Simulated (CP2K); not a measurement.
Two runs for the C K edge of 1,4-cyclohexadiene. Run A: CP2K XAS_TDP, all-electron GAPW, PBEh(45%), aug-cc-pVDZ, TDA, no relativity. Run B differs in one setting.

First lines with a strength over 0.0015. A:

| atom | energy (eV) | states | strength, one atom |
| --- | --- | --- | --- |
| C1 (bonded to 2 C and 2 H), 2 alike | 283.97 | 1 | 0.0091 |
|  | 284.37 | 1 | 0.0108 |
|  | 284.96 | 1 | 0.0098 |
|  | 285.15 | 1 | 0.0021 |
|  | 285.74 | 1 | 0.0016 |
| C2 (bonded to 2 C and H), 4 alike | 281.34 | 1 | 0.0528 |
|  | 283.94 | 1 | 0.0090 |
|  | 284.89 | 1 | 0.0039 |
|  | 285.88 | 2 | 0.0023 |
|  | 286.62 | 1 | 0.0029 |

B:

| atom | energy (eV) | states | strength, one atom |
| --- | --- | --- | --- |
| C1 (bonded to 2 C and 2 H), 2 alike | 284.13 | 1 | 0.0057 |
|  | 284.40 | 1 | 0.0174 |
|  | 285.41 | 1 | 0.0390 |
|  | 286.40 | 1 | 0.0056 |
|  | 286.72 | 1 | 0.0035 |
| C2 (bonded to 2 C and H), 4 alike | 280.99 | 1 | 0.0557 |
|  | 284.44 | 1 | 0.0188 |
|  | 286.10 | 1 | 0.0064 |
|  | 286.89 | 1 | 0.0091 |
|  | 287.17 | 1 | 0.0028 |

Question: Which was it: the functional, GW2X switched on, the basis, scalar relativity switched on?

The basis (basis from aug-cc-pVDZ to pc-1; the lines alone don't name the new value). A basis moves diffuse and continuum lines far more than the leading valence line. Against PBEh(45%) in aug-cc-pVDZ, the leading line moves by -0.35 eV, to 280.99 eV; the strength of C2's goes from 0.0528 to 0.0557. For C1 the rule picks another line of the list in the two runs, so no shift is given. The next line of C2 over the strength cut lies 3.45 eV higher, against 2.60.

[Hosts, paths, dates, database ids (printed as entryN), source tags and the programs' standing remarks are cut or masked in the printed files.]
